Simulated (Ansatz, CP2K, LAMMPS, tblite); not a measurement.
# Running amorphous polyfuran (as short chains C26O6H18) at 500 K (150 atoms) with tblite

Wanted: tblite inputs and outputs for amorphous polyfuran (as short chains C26O6H18) at 500 K (150 atoms), checked against a plane-wave reference.

Main program and level: tblite 0.8.0; the method is named at each step.

## Step 1: Set-up

The cell holds 150 atoms: 78 C, 18 O and 54 H. Its edges and angles: a = 12.200 Å, b = 12.200 Å, c = 12.200 Å, α = 90.0°, β = 90.0°, γ = 90.0°. 3 polyfuran chains of 6 units with methyl end groups placed at random, at 1.17 g/cm³; overlaps pushed apart, then 20 ps at 800 K with MMFF94 bonds, angles, torsions, charges and radii (Halgren, J. Comput. Chem. 17, 490 (1996)) in harmonic and 12-6 forms. Snapshot after 30 ps at 500 K and fixed volume.

The yardstick, on the same geometry:

```
method                                           : Kohn-Sham DFT, PBE, PAW, plane waves (Ansatz 0.2.0); cutoff 420 eV, Γ point, fermi-dirac smearing of 0.05 eV; PAW set soft_2
r.m.s. force component                           : 1.382 eV/Å
longest force                                    : 6.531 eV/Å
pressure                                         : 3.717 GPa
gap (highest filled to lowest empty level) : 1.472 eV
SCF cycles                                       : 11
time                                             : 25 s on 4 threads of Arm Neoverse V2, shared host
CPU time                                         : 95 s
```

## Step 2: GFN2-xTB

Method: GFN2-xTB tight binding, diagonalisation.

run.py

```python
import numpy as np
from ase.io import read
from tblite.ase import TBLite

atoms = read("structure.xyz")
atoms.calc = TBLite(method="GFN2-xTB", electronic_temperature=580, accuracy=1.0, max_iterations=250, mixer_damping=0.4, verbosity=1)
energy = atoms.get_potential_energy()
forces = atoms.get_forces()
print(f"energy {energy:.6f} eV")
print("forces (eV/A)")
for i, (a, f) in enumerate(zip(atoms, forces)):
    print(f"{i:4d} {a.symbol:2s} {f[0]:10.5f} {f[1]:10.5f} {f[2]:10.5f}")
stress = -atoms.get_stress(voigt=False) * 160.21766
print("stress (GPa, compression positive)")
for row in stress:
    print(" ".join(f"{x:10.4f}" for x in row))
print("charges (e)")
print(np.array2string(atoms.get_charges(), precision=4, suppress_small=True, max_line_width=110, threshold=100000))
```

structure.xyz

```xyz
150
Lattice="12.19950 0.00000 0.00000 0.00000 12.19950 0.00000 0.00000 0.00000 12.19950" Properties=species:S:1:pos:R:3 pbc="T T T"
C 7.61981 11.91013 8.41936
C 7.79060 10.47486 8.09376
C 7.03179 9.29504 8.06924
C 7.91577 8.34263 7.57906
C 9.19623 8.87660 7.42559
O 9.12559 10.17792 7.91089
C 10.40605 8.30554 6.90675
C 10.62027 7.07400 6.41974
C 12.02907 6.91480 6.48501
C 0.36269 8.17513 6.46854
O 11.57074 8.98884 6.93969
C 1.65242 8.64835 6.23614
C 2.76502 7.92370 5.85576
C 3.86370 8.88392 5.79696
C 3.27496 10.08032 6.02131
O 2.00743 9.88952 6.60579
C 3.97252 11.31064 6.08133
C 5.17539 11.69102 5.44598
C 5.30922 0.89459 5.81331
C 4.28446 1.27948 6.60249
O 3.45844 0.19629 6.77963
C 4.00571 2.58837 7.05619
C 4.73938 3.73866 7.07778
C 3.96008 4.67704 7.73985
C 2.79210 4.05951 8.12023
O 2.84309 2.80649 7.63933
C 1.70220 4.61641 8.64505
C 0.63559 3.97265 9.03178
C 11.80302 4.85845 9.45400
C 0.28144 6.03582 9.56453
O 1.55007 5.95214 8.98005
C 12.16644 7.32299 9.95626
H 6.69643 11.88451 9.08936
H 8.42632 0.17396 8.96200
H 7.50672 0.37794 7.64799
H 5.92579 9.25356 8.25162
H 7.59346 7.35532 7.32604
H 9.89257 6.42377 6.50978
H 0.46224 6.08962 6.27835
H 2.87323 6.85783 5.46708
H 4.87870 8.71337 5.42609
H 5.69375 11.07629 4.81221
H 6.04131 1.47150 5.26225
H 5.74072 3.91031 6.61994
H 4.20334 5.69595 7.76901
H 0.45309 2.88665 8.84659
H 10.76752 4.71120 9.70641
H 0.85055 7.99482 9.82950
H 11.32699 7.73363 9.41606
H 12.02383 7.57577 10.96625
C 9.53501 3.17346 6.86515
C 8.70093 3.61569 5.71266
C 8.15378 3.06744 4.65631
C 7.46597 4.16113 4.08146
C 7.63713 5.33899 4.68119
O 8.44645 4.96654 5.68558
[... 90 atom lines left out ...]
H 1.83297 4.31008 11.68261
H 1.01048 6.66202 1.58801
H 2.23178 6.67459 2.87005
H 1.18213 5.15087 2.46845
```

Run with:

```bash
$ OMP_NUM_THREADS=1 python run.py > output.txt
```

The log of the run:

```text
------------------------------------------------------------
  cycle        total energy    energy error   density error
------------------------------------------------------------
      1     -266.6413721490  -2.7054442E+02   1.7262436E-01
      2     -267.3108032504  -6.6943110E-01   9.3764181E-02
      3     -267.2946401571   1.6163093E-02   4.6607334E-02
      4     -267.4981938651  -2.0355371E-01   1.8678641E-02
      5     -267.5143368051  -1.6142940E-02   5.7322067E-03
      6     -267.5171445432  -2.8077381E-03   2.2505842E-03
      7     -267.5172977646  -1.5322137E-04   1.0496080E-03
      8     -267.5173597386  -6.1974021E-05   5.0640467E-04
      9     -267.5173693760  -9.6373126E-06   2.1484880E-04
     10     -267.5173722284  -2.8524692E-06   7.6516738E-05
     11     -267.5173726844  -4.5594726E-07   2.9782062E-05
     12     -267.5173727208  -3.6442657E-08   1.5658503E-05
------------------------------------------------------------
 total:                                  10.055 sec
energy -7279.518497 eV
forces (eV/A)
   0 C    -1.99108   -1.36868    3.02903
   1 C     1.75207   -0.74941    0.62528
   2 C    -0.40007    2.58862   -0.22595
   3 C     0.66547   -1.00662   -0.46340
   4 C    -1.16971    0.90633    0.85532
   5 O    -0.99213   -1.01941   -1.51199
   6 C    -0.05420    2.34495    0.72385
   7 C     3.40852    0.35506    1.29820
   8 C    -0.05853   -0.50334   -2.30372
   9 C    -1.77236    0.07005    1.81049
  10 O    -0.02155    1.39261   -0.55723
  11 C     1.46229   -0.78334    1.06184
  12 C     1.61781   -0.61695   -1.19962
  13 C    -0.96515   -2.10612   -1.29410
  14 C    -0.45761    0.50430    2.53583
  15 O     0.96861    1.00270   -2.20056
  16 C     0.81033    2.19368    0.14205
  17 C    -3.07429    2.21273    2.61368
  18 C     1.77291   -1.89619   -2.42009
  19 C    -0.39873   -1.33430   -0.58831
  20 O     0.24736   -0.36868   -0.24168
  21 C     0.17374   -0.43512    0.17217
  22 C     2.01176    0.34328   -0.93041
  23 C     0.50455    0.25900   -0.40550
[...]
142 H    -0.24934    0.12901   -0.57985
 143 H    -2.13626   -0.41489   -0.67170
 144 H    -0.30967    4.16450    1.33843
 145 H    -0.83327    0.91914    0.25913
 146 H     0.74202    0.38543    0.59105
 147 H    -0.36433    0.42450   -0.68750
 148 H    -0.54008   -1.19682   -1.33387
 149 H     1.03245    1.35775   -0.45884
stress (GPa, compression positive)
   -1.9466     0.2851     0.4222
    0.2851     2.5496    -0.0554
    0.4222    -0.0554     0.6209
charges (e)
[-0.104   0.1157 -0.0632 -0.0528  0.0973 -0.2025  0.1265 -0.0778 -0.0589  0.1028 -0.1866  0.1289 -0.0675
 -0.062   0.1081 -0.2008  0.1026 -0.0777 -0.0685  0.1151 -0.2008  0.1139 -0.0661 -0.0664  0.1128 -0.1716
  0.117  -0.0559 -0.0772  0.1324 -0.242  -0.1051  0.0443  0.0598  0.0692  0.03    0.0352  0.0677  0.0316
  0.028   0.0452  0.0491  0.0401  0.0261  0.0455  0.0356  0.0373  0.0628  0.0579  0.0595 -0.1238  0.1267
 -0.073  -0.0603  0.1112 -0.2199  0.1134 -0.0655 -0.0726  0.1006 -0.192   0.105  -0.0697 -0.0648  0.111
 -0.1786  0.1106 -0.0516 -0.0687  0.0991 -0.2083  0.1164 -0.07   -0.0798  0.1125 -0.1697  0.1085 -0.0694
 -0.0795  0.1263 -0.2072 -0.1135  0.0715  0.0613  0.0695  0.0446 -0.0002  0.0524  0.0453  0.0461  0.0389
  0.0377  0.0602  0.0576  0.038   0.0287  0.0511  0.042   0.0728  0.0808 -0.0964  0.0949 -0.0657 -0.0589
  0.0948 -0.1912  0.114  -0.0539 -0.0573  0.0973 -0.2069  0.1014 -0.0641 -0.065   0.104  -0.1729  0.1003
 -0.07   -0.0731  0.1089 -0.1777  0.1026 -0.0554 -0.0741  0.1095 -0.1779  0.1074 -0.0564 -0.0634  0.1236
 -0.2217 -0.0915  0.0583  0.066   0.052   0.0317  0.0393  0.0484  0.05    0.0377  0.0558  0.0597  0.0353
  0.0343  0.0426  0.0436  0.0301  0.067   0.0491  0.0419]
```

Run time: 11 s. Hardware: 1 thread of Arm Neoverse V2, shared host; peak memory 0.2 GiB.

Banners, paths, timers and routine set-up lines are dropped from the logs unmarked, and long logs keep their key lines alone; longer cuts are marked.

Compared with the plane-wave run:

```
r.m.s. force component                  : 1.334 eV/Å
r.m.s. difference of force components   : 390.9 meV/Å
longest difference of force vectors     : 1568 meV/Å
force difference over r.m.s. force      : 28.28 %
slope of forces against the reference's : 0.9256
correlation of force components         : 0.9592
pressure                                : 0.408 GPa
pressure difference                     : -3.309 GPa
```

Length of the force difference by element (eV/Å):

```csv
element,atoms,mean,most
C,78,0.64,1.6
H,54,0.39,0.69
O,18,0.90,1.0
```

A closer look about C54, which bears the longest force: 12 atoms, nearest first, numbered in the order of the input, with positions taken from that point.

```csv
atom,x,y,z,distance (Å),bonds,Mulliken charge (e),Fx,Fy,Fz (eV/Å)
C54,0.00,0.00,0.00,0.00,3,-0.06,-3.17,-2.44,-4.99
H87,-0.67,-0.15,-0.90,1.13,1,0.00,0.85,0.23,0.97
C55,0.17,1.18,0.60,1.33,3,0.11,1.85,-4.31,1.30
C53,0.69,-1.09,0.57,1.41,3,-0.07,-2.22,-0.45,-1.74
O56,0.98,0.81,1.60,2.05,2,-0.22,1.59,1.11,2.77
C52,1.23,-0.55,1.63,2.12,3,0.13,0.65,1.75,2.58
H86,0.49,-2.09,0.25,2.16,1,0.04,0.54,-0.11,0.12
C57,-0.13,2.41,0.15,2.42,3,0.11,-1.14,4.22,0.33
H44,-1.73,-0.25,2.54,3.08,1,0.03,-1.14,-0.27,0.57
C58,-1.28,2.86,-0.44,3.16,3,-0.07,-0.02,0.99,-1.07
H88,-2.14,2.27,-0.76,3.21,1,0.05,0.52,0.26,0.11
H43,-1.42,-2.69,1.18,3.26,1,0.04,-0.12,0.21,0.74
```

Atoms are counted from 1 here, from 0 in the log.

Forces lie 28 % from the reference's, at 0.11 times its CPU time (on 1 against 4 cores).

## Step 3: Outcome

```yaml
force_difference_from_the_reference: tblite GFN2-xTB, 28 %
its_cpu_time: 11 s
```

**Reading.** Tight binding differs by 28 % (tblite GFN2-xTB); it is another model, with fitted parameters of its own, and the xTB methods hold dispersion. One electronic-structure run takes under half the reference's CPU time: tblite GFN2-xTB, at 28 % in 11 s against 95 s; its pressure misses by -3.3 GPa. Periodic xTB results under one method name differ between programs and library versions. The network of contacts between molecules at the start is that of the classical potential that made the cell, and needn't be the one that DFT or experiment would give. The reference's stress is far from hydrostatic: its diagonal is 1.9, 6.1, 3.1 GPa, compression counted positive. The reference's PBE has no dispersion term, which matters for the binding between molecules or layers. The density was typed from a rule of thumb and may lie off the real one at this temperature. The electronic-structure runs sample only Γ, in a cell whose shortest periodic width is 12 Å.

[Also dropped from logs without a mark: logging warnings of Python, and SIESTA's first energy breakdown and zero terms.]

[Logs are printed without paths, hosts, clocks, repeated set-up lines and the standing remarks that a program may print on its own settings, such as how far it seeks lower states.]

[Hosts, paths, dates, database ids (printed as entryN), source tags and the programs' standing remarks are cut or masked in the printed files.]

[The MMFF94 radii named for the starting cell were scaled by 0.96; in molecules described by MMFF94, hydrogen bound to N, O or S took a small fixed 12-6 site in their place.]
